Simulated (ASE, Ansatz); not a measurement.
# Twisted Ti2CO2 MXene bilayer, 87.80° (130 atoms), the geometry as built

Ti2CO2 MXene (a = 3.03 Å) under Ti2CO2 MXene (a = 3.03 Å), bilayer, commensurate cell of 13 unit cells a layer, twist 87.80 deg; facing planes 2.86 Å apart; 14 Å of vacuum; layers as built, displaced by a Gaussian of 0.01 Å.

This is the geometry as built. Method: Kohn-Sham DFT, PBE+D4, PAW (set soft_2), plane waves (Ansatz 0.2.0); cutoff 420 eV, k-mesh 2×2×1, gaussian smearing of 0.025 eV.

Cell vectors (Å):

```
10.925 0.000 0.000
-5.462 9.461 0.000
0.000 0.000 25.740
```

Positions (Å):

```
1 C 5.455 9.460 9.217
2 Ti 0.428 1.691 10.544
3 Ti 1.688 0.494 7.892
4 O 1.664 0.509 11.450
5 O 0.417 1.691 7.005
6 C -0.840 2.918 9.224
7 Ti -0.430 4.619 10.527
8 Ti 0.839 3.417 7.901
9 O 0.824 3.389 11.434
10 O -0.431 4.609 6.987
11 C -1.685 5.839 9.203
12 Ti -1.262 7.539 10.520
13 Ti -0.006 6.298 7.892
14 O 0.003 6.308 11.444
15 O -1.268 7.536 6.995
16 C -2.517 8.728 9.216
17 Ti 3.368 0.958 10.543
18 Ti -0.838 9.233 7.892
19 O -0.825 9.213 11.432
20 O 3.378 0.971 7.003
21 C 2.098 2.193 9.223
22 Ti 2.516 3.884 10.521
23 Ti 3.770 2.660 7.918
24 O 3.780 2.671 11.453
25 O 2.540 3.868 6.994
26 C 1.241 5.070 9.212
27 Ti 1.682 6.792 10.530
28 Ti 2.928 5.569 7.908
29 O 2.948 5.606 11.441
30 O 1.664 6.790 7.012
31 C 0.407 8.007 9.197
32 Ti 6.326 0.257 10.534
33 Ti 2.103 8.496 7.914
34 O 2.099 8.489 11.428
35 O 6.286 0.246 6.996
36 C 5.031 1.458 9.198
37 Ti 5.465 3.149 10.527
38 Ti 6.719 1.939 7.918
39 O 6.744 1.936 11.437
40 O 5.457 3.145 7.021
41 C 4.215 4.364 9.206
42 Ti 4.620 6.071 10.524
43 Ti 5.887 4.863 7.902
44 O 5.873 4.859 11.444
45 O 4.607 6.075 6.990
46 C 3.362 7.269 9.214
47 Ti 3.786 8.979 10.540
48 Ti 5.037 7.750 7.910
49 O 5.058 7.738 11.442
50 O 3.805 8.983 7.012
51 C 7.967 0.731 9.216
52 Ti 8.425 2.438 10.523
53 Ti 9.663 1.216 7.918
54 O 9.659 1.232 11.455
55 O 8.398 2.429 7.000
56 C 7.154 3.640 9.220
57 Ti 7.570 5.353 10.527
58 Ti -2.071 4.120 7.915
59 O -2.102 4.132 11.458
60 O 7.551 5.337 7.007
61 C 6.293 6.568 9.229
62 Ti -4.200 8.257 10.539
63 Ti -2.940 7.021 7.911
64 O -2.940 7.043 11.449
65 O -4.199 8.256 7.016
66 C -2.503 7.569 16.527
67 Ti -1.266 8.764 17.835
68 Ti -0.844 7.064 15.213
69 O -0.834 7.052 18.735
70 O -1.266 8.759 14.303
71 C -0.431 5.356 16.533
72 Ti 0.833 6.570 17.835
73 Ti 1.254 4.870 15.206
74 O 1.244 4.897 18.726
75 O 0.828 6.579 14.292
76 C 0.411 8.283 16.531
77 Ti 7.127 0.020 17.821
78 Ti 2.103 7.795 15.199
79 O 2.078 7.802 18.711
80 O 7.130 0.028 14.279
81 C 0.834 0.268 16.536
82 Ti 2.104 1.496 17.837
83 Ti -2.940 9.260 15.193
84 O -2.963 9.243 18.738
85 O 2.101 1.488 14.284
86 C 1.673 3.188 16.519
87 Ti 2.946 4.405 17.834
88 Ti 3.371 2.683 15.191
89 O 3.363 2.690 18.725
90 O 2.938 4.392 14.301
91 C 2.518 6.078 16.531
92 Ti 3.787 7.318 17.832
93 Ti 4.191 5.602 15.226
94 O 4.188 5.595 18.726
95 O 3.776 7.303 14.312
96 C 3.353 9.006 16.529
97 Ti 10.092 0.753 17.826
98 Ti 5.039 8.516 15.207
99 O 5.051 8.535 18.742
100 O 10.083 0.755 14.291
101 C 3.798 0.999 16.523
102 Ti 5.042 2.213 17.823
103 Ti 5.466 0.508 15.216
104 O 5.462 0.520 18.737
105 O 5.036 2.226 14.295
106 C 4.637 3.908 16.528
107 Ti 5.873 5.133 17.823
108 Ti 6.298 3.432 15.212
109 O 6.296 3.429 18.741
110 O 5.878 5.130 14.309
111 C 5.455 6.821 16.534
112 Ti -4.201 8.024 17.846
113 Ti 7.139 6.340 15.200
114 O 7.143 6.341 18.738
115 O -4.204 8.024 14.303
116 C 6.722 1.752 16.517
117 Ti 7.964 2.923 17.822
118 Ti 8.398 1.250 15.217
119 O 8.387 1.243 18.742
120 O 7.974 2.964 14.300
121 C 7.550 4.644 16.511
122 Ti -2.109 5.868 17.831
123 Ti -1.677 4.162 15.241
124 O -1.700 4.161 18.758
125 O -2.094 5.871 14.288
126 C -1.264 2.453 16.517
127 Ti -0.009 3.673 17.838
128 Ti 0.411 1.963 15.217
129 O 0.416 1.962 18.725
130 O -0.010 3.672 14.271
```

**Question.** What force acts on each atom, and what charge does it carry?

Columns: atom, q, fx, fy, fz (forces in eV/Å, q the Löwdin charge in e).

```
1 -0.91 0.036 0.090 0.311
2 1.13 -0.082 0.193 -0.186
3 1.14 -0.187 -0.173 0.276
4 -0.60 0.212 -0.248 -0.174
5 -0.61 0.024 0.105 0.115
6 -0.90 -0.081 0.045 -0.188
7 1.13 0.095 -0.014 0.179
8 1.13 0.150 -0.407 0.222
9 -0.60 0.187 0.152 -0.203
10 -0.60 0.148 -0.043 0.032
11 -0.91 0.003 -0.233 0.234
12 1.12 0.131 -0.136 -0.128
13 1.13 -0.063 0.564 0.209
14 -0.61 -0.048 -0.001 -0.416
15 -0.61 -0.011 -0.240 0.115
16 -0.91 -0.103 0.198 0.291
17 1.13 0.045 0.277 -0.232
18 1.13 0.133 -0.312 0.220
19 -0.60 -0.107 0.178 -0.117
20 -0.60 -0.355 0.020 -0.052
21 -0.90 -0.001 -0.093 -0.017
22 1.13 0.111 -0.186 0.100
23 1.13 0.324 0.215 0.147
24 -0.61 -0.001 -0.023 -0.382
25 -0.61 -0.324 0.174 0.103
26 -0.91 0.198 0.272 -0.006
27 1.13 -0.128 0.038 -0.073
28 1.13 0.284 0.072 0.073
29 -0.61 -0.194 -0.211 -0.293
30 -0.61 0.165 -0.022 -0.031
31 -0.90 0.248 -0.073 0.281
32 1.13 -0.157 -0.056 -0.229
33 1.13 -0.151 -0.090 0.085
34 -0.60 0.067 -0.037 -0.062
35 -0.61 0.260 -0.023 0.120
36 -0.90 0.109 -0.041 0.580
37 1.13 0.018 0.255 0.021
38 1.13 0.006 0.248 -0.073
39 -0.61 -0.224 0.004 -0.188
40 -0.61 0.082 0.165 -0.024
41 -0.91 -0.321 0.035 0.280
42 1.12 0.136 -0.229 0.017
43 1.14 -0.083 -0.315 0.112
44 -0.61 0.129 -0.117 -0.455
45 -0.61 0.078 -0.120 0.239
46 -0.90 -0.133 0.167 0.064
47 1.13 0.162 0.026 -0.175
48 1.13 0.080 0.208 0.075
49 -0.61 -0.222 0.402 -0.119
50 -0.61 -0.305 -0.016 0.068
51 -0.90 0.284 -0.133 0.132
52 1.12 -0.203 0.146 0.083
53 1.13 0.087 -0.086 -0.029
54 -0.60 0.006 -0.264 -0.387
55 -0.61 0.096 -0.019 0.234
56 -0.90 -0.125 0.083 0.095
57 1.13 -0.205 -0.203 0.114
58 1.13 -0.620 -0.129 0.111
59 -0.60 0.022 0.065 -0.461
60 -0.61 0.118 0.026 0.068
61 -0.90 0.190 -0.204 -0.161
62 1.13 -0.003 -0.179 -0.184
63 1.13 0.026 0.266 0.011
64 -0.61 0.001 0.004 -0.269
65 -0.61 -0.016 -0.025 0.009
66 -0.91 -0.292 -0.174 -0.036
67 1.13 -0.002 -0.007 -0.135
68 1.12 -0.009 -0.024 -0.048
69 -0.61 -0.119 0.166 -0.010
70 -0.60 0.004 0.075 0.170
71 -0.90 0.052 0.115 -0.218
72 1.13 0.018 0.094 -0.211
73 1.13 -0.033 -0.093 -0.066
74 -0.60 0.132 -0.200 0.102
75 -0.61 0.175 0.057 0.429
76 -0.91 0.080 0.044 -0.302
77 1.13 0.138 0.109 0.050
78 1.13 -0.191 -0.090 0.056
79 -0.60 0.217 -0.080 0.159
80 -0.61 0.102 0.025 0.474
81 -0.91 0.032 0.075 -0.455
82 1.13 -0.141 -0.078 -0.244
83 1.13 0.005 -0.164 0.268
84 -0.61 0.227 0.092 -0.062
85 -0.61 0.016 -0.045 0.354
86 -0.91 0.003 -0.133 -0.011
87 1.13 -0.122 -0.129 -0.311
88 1.13 -0.117 0.202 0.121
89 -0.61 -0.061 0.076 0.037
90 -0.60 0.023 -0.008 0.231
91 -0.90 0.033 0.213 -0.215
92 1.13 -0.138 -0.055 -0.199
93 1.12 0.021 -0.067 0.004
94 -0.61 0.070 0.235 0.145
95 -0.60 -0.016 0.033 0.100
96 -0.91 0.066 -0.050 -0.260
97 1.13 -0.177 0.074 -0.020
98 1.13 0.030 0.132 0.142
99 -0.61 -0.186 -0.203 -0.067
100 -0.61 -0.032 -0.087 0.399
101 -0.90 -0.263 0.026 -0.167
102 1.13 0.080 0.084 0.004
103 1.12 -0.013 0.034 -0.031
104 -0.61 -0.030 -0.016 -0.096
105 -0.60 0.028 -0.171 0.194
106 -0.90 -0.323 0.082 -0.143
107 1.13 0.161 -0.286 -0.104
108 1.12 0.220 0.089 -0.087
109 -0.61 0.026 -0.007 -0.223
110 -0.60 -0.045 0.106 0.216
111 -0.91 0.004 0.085 -0.120
112 1.13 0.058 0.275 -0.264
113 1.13 0.167 -0.209 0.055
114 -0.60 -0.053 -0.029 -0.047
115 -0.61 -0.039 0.201 0.140
116 -0.90 -0.017 -0.358 -0.093
117 1.13 0.161 0.248 0.281
118 1.13 0.012 0.130 -0.203
119 -0.61 0.083 0.027 -0.319
120 -0.61 0.076 -0.263 0.290
121 -0.91 0.128 0.119 0.124
122 1.13 0.066 -0.407 -0.043
123 1.12 -0.138 -0.067 -0.397
124 -0.62 0.128 -0.068 -0.463
125 -0.61 -0.121 -0.078 0.441
126 -0.90 -0.029 0.024 -0.020
127 1.14 -0.209 -0.004 -0.067
128 1.12 0.004 0.227 -0.059
129 -0.61 0.034 0.114 0.051
130 -0.61 0.046 -0.033 0.668
```

The main run has no spin polarisation, so moments on Ti can't form in it, and no Hubbard term. The Löwdin charges lack the electrons that the projection spills, 0.028 e an atom on average.

The r.m.s. force component is 0.180 eV/Å; the longest force, 0.670 eV/Å, acts on O130.

[Logs are printed without paths, hosts, clocks, repeated set-up lines and the standing remarks that a program may print on its own settings, such as how far it seeks lower states.]

[Hosts, paths, dates, database ids (printed as entryN), source tags and the programs' standing remarks are cut or masked in the printed files.]
